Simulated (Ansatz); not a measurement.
# How fast states decay through MgTaNO2, part 2 of 4

A new crystal, MgTaNO2: structure, gap and complex bands. It is built by putting Mg for Sr in the SrTaNO2 structure of space group Pmc2_1, with the volume rescaled by atomic radii. The parent structure comes from the Materials Project.

Ansatz 0.2.0; r2SCAN DFT, plane waves, PAW files (the session's first sound run).

So far. Step 2 (Cell and atoms at rest): The largest force component on a free atom ends at 0.0017 eV/Å.

The structure was built from a prototype and need not be the compound's stable phase.

**3. The bulk crystal and its band edges**

The energy window and the wavevectors of the next steps follow from the band edges, so these are searched first, off the mesh as well.

The input, input.yaml:

```yaml
crystal:
  lattice:
    - [3.7697580158, 0.0, 0.0]
    - [0.0, 5.5457094505, 0.0]
    - [0.0, 0.0, 5.6651365468]
  atoms:
    - { symbol: Mg, position: [0.5, 0.8146615485, 0.5643557871] }
    - { symbol: Mg, position: [0.5, 0.1853384515, 0.0643557871] }
    - { symbol: Ta, position: [0.0, 0.729746207, 0.0202828793] }
    - { symbol: Ta, position: [0.0, 0.270253793, 0.5202828793] }
    - { symbol: "N", position: [0.0, 0.4315074499, 0.8148392579] }
    - { symbol: "N", position: [0.0, 0.5684925501, 0.3148392579] }
    - { symbol: O, position: [0.5, 0.8057342571, 0.9474787377] }
    - { symbol: O, position: [0.0, 0.9319518869, 0.6530843379] }
    - { symbol: O, position: [0.0, 0.0680481131, 0.1530843379] }
    - { symbol: O, position: [0.5, 0.1942657429, 0.4474787377] }
kpoints:
  mp_grid: { grid: [6, 4, 4] }
  band_path: { path: [VBM, CBM], npoints: 30 }
scf:
  occupations: { method: fixed }
hamiltonian:
  xc: r2scan
output:
  eigenvalues: true
  write_potential: true
  write_density: true
  volumetric_format: npy
  elf: true
```

Run with:

```sh
> ansatz run input.yaml --threads 2 --pin off --max-ram 4096MiB --backend cpu --events-out ev --progress --plain --runs-dir out
```

Numbers of over 12 decimals in the logs are rounded to 6 here.

The log of the run:

```text
[...]
Crystal: 10 atoms, lattice volume = 118.435 Å³
Basis set: ecut = 500 eV, 2973 PW (Γ), exchange–correlation on 120×180×180 points (64 copies of the dense FFT grid, shifted against one another)
Bands: 50, of which v1, the nominal top of the filled ones, is band 40 counted from 1 (39 counted from 0)
Symmetry: 4 space group operations
[...]
k-points: 36 of 96 (time reversal used)
[...]
SCF iter   1: F=—  HF=-26797.189986 eV  |F-HF|=—  |Δ(HF+E_count)|=         —  Δρ=1.19e-2  dr2=1.81e-1  dr2_τ=6.14e-1  ethr=1.77e-3  ⟨swp⟩=5.0  Hψ=6127  notcnv=0  defer=286
[...]
SCF iter   8: F=-26797.373331 eV  HF=-26797.373331 eV  |F-HF|=2.96e-8  |Δ(HF+E_count)|=   3.24e-8  Δρ=1.03e-5  dr2=9.40e-8  dr2_τ=1.31e-8  ethr=1.25e-10  ⟨swp⟩=9.7  Hψ=7559  notcnv=0
SCF 1 converged in 8 iterations: F = -26797.373331 eV  dr2 = 9.40e-8
[...]
NSCF: frozen V_eff on 64 k-points
[...]
SCF converged after 8 iterations
Free energy (F): -26797.373331 eV
[...]
Internal energy: -26797.373331 eV  (E = F + TS)
E sigma→0 (E₀):  -26797.373331 eV
Fermi energy:    10.123550 eV
[...]
--- Band table (eV; the first three rows and the last of 36) ---
  k-point 0: bands = [... 36 lower, 8.4422, 8.5360, 8.9374, 9.4968, 12.2481, 12.6103, 12.8926, 13.5040, ... 6 higher]
  k-point 1: bands = [... 36 lower, 8.2278, 8.5031, 8.9647, 9.2118, 12.4707, 12.9878, 13.3948, 13.7183, ... 6 higher]
  k-point 2: bands = [... 36 lower, 8.4035, 8.4035, 9.1272, 9.1272, 12.9838, 12.9838, 13.9632, 13.9632, ... 6 higher]
  k-point 35: bands = [... 36 lower, 8.2395, 8.2395, 8.5665, 8.5665, 13.1410, 13.1410, 14.4325, 14.4325, ... 6 higher]
```

It took 94 s on 2 threads of Arm Neoverse V2, shared host; peak memory 0.77 GiB; 3.1 min of CPU time.

In the SCF lines HF is the Harris–Foulkes energy and dr2 the Hartree energy of the density residual, in eV; the loop may stop once dr2 is under the threshold and the program's other checks hold. Hψ counts applications of the Hamiltonian.

This step gave:

- Fermi energy: 10.12 eV
- gap on the k-mesh: 2.019 eV
- gap on path: 2.019 eV, by band count; negative where bands overlap
- direct gap on path: 2.302 eV
- edge places on path: 0, 0.5665 1/A along the path

Electronic bands along the path, in eV, zero at the Fermi level (highest filled level under fixed occupations); v1 is the highest filled band, c1 the lowest empty one:

| point | v4 | v3 | v2 | v1 | c1 | c2 | c3 | c4 |
| --- | --- | --- | --- | --- | --- | --- | --- | --- |
| VBM | -2.11 | -1.92 | -1.54 | 0.00 | 2.51 | 2.94 | 3.24 | 4.33 |
| halfway | -1.91 | -1.63 | -1.57 | -0.10 | 2.21 | 2.73 | 3.43 | 4.57 |
| CBM | -1.79 | -1.51 | -1.21 | -0.44 | 2.02 | 2.71 | 3.46 | 5.10 |

Electrostatic potential energy in the bc plane at fractional x = 0.000, with atoms of Ta and N and O within 0.2 Å of it. With pseudopotentials it is smooth inside the atoms' cores, unlike the true potential.

Ten even steps from '_' (-64 eV) to '@' (15 eV), each cell a mean:
```
@@@@@@@@@@@@%%%%##++::..--**%%
@@@@@@@@@@**--==####++++**%%@@
@@@@@@@@%%==__::##%%%%%%%%@@@@
%%@@@@@@%%**--==%%@@@@@@@@****
++%%%%##**####%%@@@@@@@@##==--
++%%**--::==##@@@@@@@@@@%%==--
%%##==____..++%%@@@@@@@@@@##**
@@##==____::**%%@@@@@@@@@@@@@@
@@%%**==--==####**##@@@@@@@@@@
@@@@%%######%%++..::##@@@@@@@@
%%%%%%@@@@@@@@++..::##@@@@@@@@
++==**@@@@@@@@%%++**##%%%%@@%%
--::++@@@@@@@@@@%%##++++**%%##
++==##@@@@@@@@@@##==..__--**%%
@@%%@@@@@@@@@@@@##--____..**%%
```
Columns run along b (5.5 Å; values clipped at the 3rd and 97th percentile), rows up along c (5.7 Å). Atoms in or near the plane, at fractional coordinates: Ta at (0.73, 0.02), Ta at (0.27, 0.52), N at (0.43, 0.81), N at (0.57, 0.31), O at (0.93, 0.65), O at (0.07, 0.15).

Valence density in the bc plane at fractional x = 0.000, with atoms of Ta and N and O within 0.2 Å of it. It is the smooth field of the valence electrons, not physical close to the nuclei.

Values in e/Å³, 15 rows by 15 columns, each cell a mean:
```
0.2 0.2 0.1 0.1 0.2 0.5 0.9 0.9 0.8 2.2 4.0 4.3 3.2 0.9 0.2
0.1 0.1 0.1 0.2 0.5 1.5 2.8 2.6 1.3 0.9 1.5 1.8 1.1 0.4 0.2
0.3 0.1 0.1 0.2 0.8 2.4 3.6 3.3 1.5 0.5 0.3 0.3 0.4 0.5 0.5
1.2 0.4 0.2 0.3 0.8 2.0 3.1 2.4 1.0 0.3 0.2 0.2 0.8 2.0 2.6
3.1 0.8 0.5 0.8 1.2 1.3 1.4 0.9 0.4 0.2 0.1 0.3 1.6 5.0 6.4
3.0 1.0 1.4 3.1 3.5 2.6 1.0 0.4 0.2 0.1 0.1 0.3 1.5 4.7 6.0
1.2 0.8 2.6 4.2 3.9 4.0 1.5 0.3 0.2 0.1 0.1 0.2 0.6 1.7 2.2
0.4 0.5 2.4 4.2 4.1 3.9 1.6 0.5 0.5 0.4 0.2 0.1 0.2 0.3 0.4
0.1 0.3 1.2 2.9 3.3 2.3 1.0 1.3 1.9 1.4 0.6 0.2 0.1 0.1 0.1
0.2 0.3 0.4 0.7 0.8 0.6 0.9 2.3 3.5 3.0 1.3 0.4 0.1 0.1 0.1
0.9 1.2 0.7 0.3 0.2 0.3 0.7 2.1 3.4 3.3 1.5 0.5 0.2 0.2 0.4
3.6 4.6 2.3 0.6 0.2 0.2 0.4 1.0 2.0 2.0 1.1 0.6 0.3 0.3 1.1
5.6 6.9 3.6 0.8 0.2 0.1 0.2 0.4 0.7 1.3 2.0 2.1 1.3 0.7 1.7
3.3 4.2 2.1 0.5 0.1 0.1 0.1 0.2 0.5 2.3 4.0 4.3 3.4 1.2 1.2
0.8 0.9 0.5 0.2 0.1 0.2 0.2 0.3 0.7 3.0 4.1 3.7 4.0 1.5 0.5
```
Columns run along b (5.5 Å), rows up along c (5.7 Å). Atoms in or near the plane, at fractional coordinates: Ta at (0.73, 0.02), Ta at (0.27, 0.52), N at (0.43, 0.81), N at (0.57, 0.31), O at (0.93, 0.65), O at (0.07, 0.15).

ELF in the bc plane at fractional x = 0.000, with atoms of Ta and N and O within 0.2 Å of it. It is the smooth field of the valence electrons, not physical close to the nuclei.

Values, 15 rows by 15 columns, each cell a mean:
```
0.25 0.29 0.16 0.08 0.34 0.70 0.81 0.76 0.36 0.54 0.64 0.62 0.75 0.39 0.11
0.09 0.04 0.04 0.26 0.67 0.78 0.64 0.77 0.71 0.34 0.49 0.62 0.45 0.16 0.13
0.49 0.21 0.09 0.39 0.77 0.70 0.18 0.45 0.81 0.50 0.16 0.13 0.23 0.49 0.62
0.79 0.52 0.15 0.25 0.60 0.78 0.63 0.69 0.78 0.50 0.13 0.25 0.65 0.80 0.80
0.78 0.60 0.19 0.28 0.36 0.48 0.68 0.76 0.63 0.26 0.09 0.43 0.78 0.65 0.47
0.78 0.46 0.42 0.68 0.60 0.53 0.35 0.35 0.26 0.09 0.07 0.43 0.78 0.68 0.51
0.70 0.30 0.61 0.48 0.22 0.60 0.47 0.13 0.21 0.17 0.07 0.22 0.63 0.78 0.78
0.37 0.21 0.65 0.53 0.29 0.63 0.44 0.34 0.65 0.62 0.34 0.10 0.24 0.50 0.56
0.10 0.11 0.48 0.73 0.70 0.56 0.37 0.73 0.81 0.79 0.70 0.33 0.07 0.09 0.12
0.31 0.30 0.21 0.29 0.33 0.27 0.60 0.79 0.38 0.53 0.79 0.60 0.16 0.05 0.15
0.75 0.77 0.61 0.28 0.10 0.28 0.73 0.74 0.31 0.53 0.80 0.59 0.18 0.18 0.55
0.76 0.69 0.80 0.61 0.17 0.18 0.59 0.78 0.78 0.75 0.57 0.29 0.13 0.31 0.77
0.58 0.39 0.75 0.70 0.23 0.07 0.29 0.58 0.56 0.42 0.44 0.54 0.42 0.29 0.76
0.76 0.72 0.79 0.60 0.15 0.05 0.10 0.17 0.21 0.55 0.55 0.52 0.70 0.35 0.61
0.71 0.75 0.63 0.27 0.08 0.25 0.42 0.29 0.23 0.67 0.33 0.13 0.62 0.45 0.32
```
Columns run along b (5.5 Å), rows up along c (5.7 Å). Atoms in or near the plane, at fractional coordinates: Ta at (0.73, 0.02), Ta at (0.27, 0.52), N at (0.43, 0.81), N at (0.57, 0.31), O at (0.93, 0.65), O at (0.07, 0.15).

The searched edges give 2.02 eV, as on the mesh.

**4. Complex bands, plane (100), k-mesh 4×4×6**

This step: r2SCAN DFT, plane waves, PAW files; complex bands by layer matching along the plane's normal (Ansatz 0.2.0).

The same crystal is laid in a cell whose first two vectors span the (100) plane (indices of the standard conventional cell, whose axes can be ordered otherwise than in the bulk input). At fixed energy and wavevector in the plane the solver finds all kz, real and complex. A few wavevectors are listed, (0, 0) and (-0.5, 0) in units of the plane's reciprocal vectors; the slowest state needn't be among them.

The input, input.yaml:

```yaml
crystal:
  lattice:
    - [5.54570945, 0.0, 0.0]
    - [0.0, 5.665136547, 0.0]
    - [0.0, 0.0, 3.769758016]
  atoms:
    - { symbol: Mg, position: [0.8146615485, 0.5643557871, 0.5] }
    - { symbol: Mg, position: [0.1853384515, 0.0643557871, 0.5] }
    - { symbol: Ta, position: [0.729746207, 0.0202828793, 0.0] }
    - { symbol: Ta, position: [0.270253793, 0.5202828793, 0.0] }
    - { symbol: "N", position: [0.4315074499, 0.8148392579, 0.0] }
    - { symbol: "N", position: [0.5684925501, 0.3148392579, 0.0] }
    - { symbol: O, position: [0.8057342571, 0.9474787377, 0.5] }
    - { symbol: O, position: [0.9319518869, 0.6530843379, 0.0] }
    - { symbol: O, position: [0.0680481131, 0.1530843379, 0.0] }
    - { symbol: O, position: [0.1942657429, 0.4474787377, 0.5] }
kpoints:
  mp_grid: { grid: [4, 4, 6] }
scf:
  occupations: { method: fixed }
hamiltonian:
  xc: r2scan
output:
  eigenvalues: true
  transmission:
    leads: [[0, 0]]
    kpoints: [[0.0, 0.0], [-0.5, 0.0]]
    e_range: [-1.0, 3.02]
    de: 0.07
```

The log of the run:

```text
[...]
Crystal: 10 atoms, lattice volume = 118.435 Å³
Basis set: ecut = 500 eV, 2973 PW (Γ), exchange–correlation on 180×180×120 points (64 copies of the dense FFT grid, shifted against one another)
Bands: 50, of which v1, the nominal top of the filled ones, is band 40 counted from 1 (39 counted from 0)
Symmetry: 4 space group operations
[...]
k-points: 36 of 96 (time reversal used)
[...]
SCF iter   1: F=—  HF=-26797.190155 eV  |F-HF|=—  |Δ(HF+E_count)|=         —  Δρ=1.19e-2  dr2=1.81e-1  dr2_τ=6.14e-1  ethr=1.77e-3  ⟨swp⟩=5.0  Hψ=6075  notcnv=0  defer=286
[...]
SCF iter   8: F=-26797.373331 eV  HF=-26797.373331 eV  |F-HF|=2.96e-8  |Δ(HF+E_count)|=   3.19e-8  Δρ=1.03e-5  dr2=9.48e-8  dr2_τ=1.33e-8  ethr=1.25e-10  ⟨swp⟩=9.7  Hψ=7601  notcnv=0
SCF 1 converged in 8 iterations: F = -26797.373331 eV  dr2 = 9.48e-8
[...]
transmission: 6 of 12 steps passed
transmission: 12 of 12 steps passed
SCF converged after 8 iterations
Free energy (F): -26797.373331 eV
[...]
Internal energy: -26797.373331 eV  (E = F + TS)
E sigma→0 (E₀):  -26797.373331 eV
Fermi energy:    10.123550 eV
[...]
--- Band table (eV; the first three rows and the last of 36) ---
  k-point 0: bands = [... 36 lower, 8.4422, 8.5360, 8.9374, 9.4968, 12.2481, 12.6103, 12.8926, 13.5040, ... 6 higher]
  k-point 1: bands = [... 36 lower, 8.3170, 8.4127, 8.9603, 9.5572, 12.4526, 12.9185, 13.0335, 13.5763, ... 6 higher]
  k-point 2: bands = [... 36 lower, 8.2377, 8.3236, 8.9644, 9.6451, 12.3789, 12.7699, 13.3341, 15.0257, ... 6 higher]
  k-point 35: bands = [... 36 lower, 8.2395, 8.2395, 8.5665, 8.5665, 13.1410, 13.1410, 14.4325, 14.4325, ... 6 higher]
--- Transmission ---
  basis      : 329 plane waves across, 6 finite elements along
  points     : 2, as listed
  energies   : 58 from -1.000000 to 2.990000 eV about the Fermi level, 0.070000 eV apart; the leads are filled to 1.009326 eV, and channels, transmission and decay are at 1.030000 eV
  crystal 0  : Ta2N2O4Mg2, at the sites [0, 0], period 3.7698 Å: whole cells are its period
    offset         : up to 0.0000 Å between an atom of the period and one for which it stands
    channels       : 0.000000e0 a spin
    conductance    : none, the energies end too early or step too widely for 300 K: set another output.transmission.e_range or a lower de, or, where they end at an eighth of basis.ecutwfc, a higher one
    slowest decay  : 0.3115 /Å at (0.0000, 0.0000)
```

Elapsed: 90 s, on 2 threads; peak memory 1.4 GiB.

Numbers from this step:

```yaml
level_to_which_the_leads_are_filled: 1.009 eV from the Fermi level
decay_constant_at_the_filling_level_zone_centre: 0.3115 Å⁻¹
decay_constant_at_the_filling_level_slowest_listed_point: 0.3115 Å⁻¹
```

K parallel (0, 0); values up to 1.5 1/Å, a degenerate pair printed once or twice; energies at which all values exceed this have no row. Table of Im kz of the slowest decaying states by energy, zero at the highest filled level on the SCF mesh:

| energy (eV) | decay 1 (Å⁻¹) | decay 2 (Å⁻¹) | decay 3 (Å⁻¹) | decay 4 (Å⁻¹) |
| --- | --- | --- | --- | --- |
| -1.0000 | 0.301 | 0.317 | 0.361 | 0.383 |
| -0.7200 | 0.234 | 0.345 | 0.388 | 0.436 |
| -0.5100 | 0.356 | 0.399 | 0.425 | 0.463 |
| -0.2300 | 0.375 | 0.377 | 0.410 | 0.492 |
| -0.0200 | 0.365 | 0.385 | 0.416 | 0.510 |
| 0.2600 | 0.353 | 0.392 | 0.421 | 0.530 |
| 0.4700 | 0.344 | 0.395 | 0.424 | 0.542 |
| 0.7500 | 0.329 | 0.395 | 0.426 | 0.512 |
| 1.0300 | 0.311 | 0.391 | 0.425 | 0.469 |
| 1.2400 | 0.295 | 0.383 | 0.423 | 0.429 |
| 1.5200 | 0.269 | 0.360 | 0.365 | 0.419 |
| 1.7300 | 0.245 | 0.284 | 0.341 | 0.416 |
| 2.0100 | 0.0510 | 0.206 | 0.216 | 0.335 |
| 2.2200 | 0.160 | 0.355 | 0.416 | 0.573 |
| 2.5000 | 0.264 | 0.420 | 0.530 | 0.565 |
| 2.7800 | 0.279 | 0.422 | 0.549 | 0.562 |

K parallel (-0.5, 0); values up to 1.5 1/Å, a degenerate pair printed once or twice; energies at which all values exceed this have no row. Im kz of the slowest decaying states against energy, zero at the highest filled level on the SCF mesh:

| energy (eV) | decay 1 (Å⁻¹) | decay 2 (Å⁻¹) | decay 3 (Å⁻¹) | decay 4 (Å⁻¹) |
| --- | --- | --- | --- | --- |
| -1.0000 | 0.269 | 0.334 | 0.387 | 0.407 |
| -0.7200 | 0.328 | 0.363 | 0.415 | 0.418 |
| -0.5100 | 0.362 | 0.377 | 0.424 | 0.430 |
| -0.2300 | 0.360 | 0.398 | 0.429 | 0.444 |
| -0.0200 | 0.421 | 0.442 | 0.447 | 0.452 |
| 0.2600 | 0.430 | 0.447 | 0.459 | 0.467 |
| 0.4700 | 0.430 | 0.462 | 0.463 | 0.472 |
| 0.7500 | 0.427 | 0.463 | 0.481 | 0.481 |
| 1.0300 | 0.422 | 0.461 | 0.475 | 0.489 |
| 1.2400 | 0.417 | 0.457 | 0.463 | 0.496 |
| 1.5200 | 0.408 | 0.443 | 0.449 | 0.502 |
| 1.7300 | 0.399 | 0.426 | 0.441 | 0.489 |
| 2.0100 | 0.387 | 0.399 | 0.427 | 0.451 |
| 2.2200 | 0.365 | 0.377 | 0.380 | 0.413 |
| 2.5000 | 0.0857 | 0.200 | 0.234 | 0.389 |
| 2.7800 | 0.249 | 0.357 | 0.397 | 0.457 |

At the listed wavevectors the last open channel is at -0.02 eV and the next at +2.08 eV on the grid. At +1.03 eV, the grid energy nearest the filling level (the middle of the gap on the SCF mesh), the slowest state at the listed wavevectors decays with κ = 0.311 Å⁻¹, its amplitude falling by e over 3.2 Å. Through 1 nm of this crystal that state's transmission falls by exp(−2 × 0.311 Å⁻¹ × 10 Å) = 0.0020.

**5. Decay over the two-dimensional zone**

The listed points could miss the slowest state, so one energy near mid-gap is solved on a mesh of 6×6.

Edit input.yaml of step 4 so:

```diff
@@ -24,6 +24,2 @@
   eigenvalues: true
-  transmission:
-    leads: [[0, 0]]
-    kpoints: [[0.0, 0.0], [-0.5, 0.0]]
-    e_range: [-1.0, 3.02]
-    de: 0.07
+  transmission: { leads: [[0, 0]], kmesh: [6, 6], e_range: [1.01, 1.02], de: 0.05 }
```

The log of the run:

```text
[...]
Crystal: 10 atoms, lattice volume = 118.435 Å³
Basis set: ecut = 500 eV, 2973 PW (Γ), exchange–correlation on 180×180×120 points (64 copies of the dense FFT grid, shifted against one another)
Bands: 50, of which v1, the nominal top of the filled ones, is band 40 counted from 1 (39 counted from 0)
Symmetry: 4 space group operations
[...]
k-points: 36 of 96 (time reversal used)
[...]
SCF iter   1: F=—  HF=-26797.190155 eV  |F-HF|=—  |Δ(HF+E_count)|=         —  Δρ=1.19e-2  dr2=1.81e-1  dr2_τ=6.14e-1  ethr=1.77e-3  ⟨swp⟩=5.0  Hψ=6075  notcnv=0  defer=286
[...]
SCF iter   8: F=-26797.373331 eV  HF=-26797.373331 eV  |F-HF|=2.96e-8  |Δ(HF+E_count)|=   3.19e-8  Δρ=1.03e-5  dr2=9.48e-8  dr2_τ=1.33e-8  ethr=1.25e-10  ⟨swp⟩=9.7  Hψ=7601  notcnv=0
SCF 1 converged in 8 iterations: F = -26797.373331 eV  dr2 = 9.48e-8
[...]
transmission: 24 of 96 steps passed
transmission: 48 of 96 steps passed
transmission: 72 of 96 steps passed
transmission: 96 of 96 steps passed
SCF converged after 8 iterations
Free energy (F): -26797.373331 eV
[...]
Internal energy: -26797.373331 eV  (E = F + TS)
E sigma→0 (E₀):  -26797.373331 eV
Fermi energy:    10.123550 eV
[...]
--- Band table (eV; the first three rows and the last of 36) ---
  k-point 0: bands = [... 36 lower, 8.4422, 8.5360, 8.9374, 9.4968, 12.2481, 12.6103, 12.8926, 13.5040, ... 6 higher]
  k-point 1: bands = [... 36 lower, 8.3170, 8.4127, 8.9603, 9.5572, 12.4526, 12.9185, 13.0335, 13.5763, ... 6 higher]
  k-point 2: bands = [... 36 lower, 8.2377, 8.3236, 8.9644, 9.6451, 12.3789, 12.7699, 13.3341, 15.0257, ... 6 higher]
  k-point 35: bands = [... 36 lower, 8.2395, 8.2395, 8.5665, 8.5665, 13.1410, 13.1410, 14.4325, 14.4325, ... 6 higher]
--- Transmission ---
  basis      : 329 plane waves across, 6 finite elements along
  points     : 16, standing for a mesh of 6 x 6
  energies   : 1 from 1.010000 to 1.010000 eV about the Fermi level; the leads are filled to 1.009326 eV, and channels, transmission and decay are at 1.010000 eV
[...]
channels       : 0.000000e0 a spin
    conductance    : none, crystal 0 has no channel at the energies, or these end too early or step too widely for 300 K: set another output.transmission.e_range or a lower de, or, where they end at an eighth of basis.ecutwfc, a higher one
    slowest decay  : 0.3128 /Å at (0.0000, 0.0000)
```

It took 74 s on 2 threads; peak memory 1.4 GiB; 2.5 min of CPU time.

This step gave:

```
least decay constant on the mesh : 0.3128 Å⁻¹
```

Slowest decay constant (1/Å; 0 where a channel is open) over k1 and k2. At 1.0100 eV from the Fermi level.

Ten even steps from '0' (0.313) to '9' (0.456):
```
777777
984348
761016
984348
777777
679997
```
Columns: k1 (b1) from -0.5 to 0.333; rows upwards: k2 (b2) from -0.5 to 0.333.

The least value on the mesh is 0.313 Å⁻¹ at +1.01 eV. At that energy the listed points give about 0.313 Å⁻¹ by interpolation, so the mesh holds no clearly slower state.

(Continued in part 3 of 4.)

[Logs are printed without paths, hosts, clocks, repeated set-up lines and the standing remarks that a program may print on its own settings, such as how far it seeks lower states.]

[Hosts, paths, dates, database ids (printed as entryN), source tags and the programs' standing remarks are cut or masked in the printed files.]
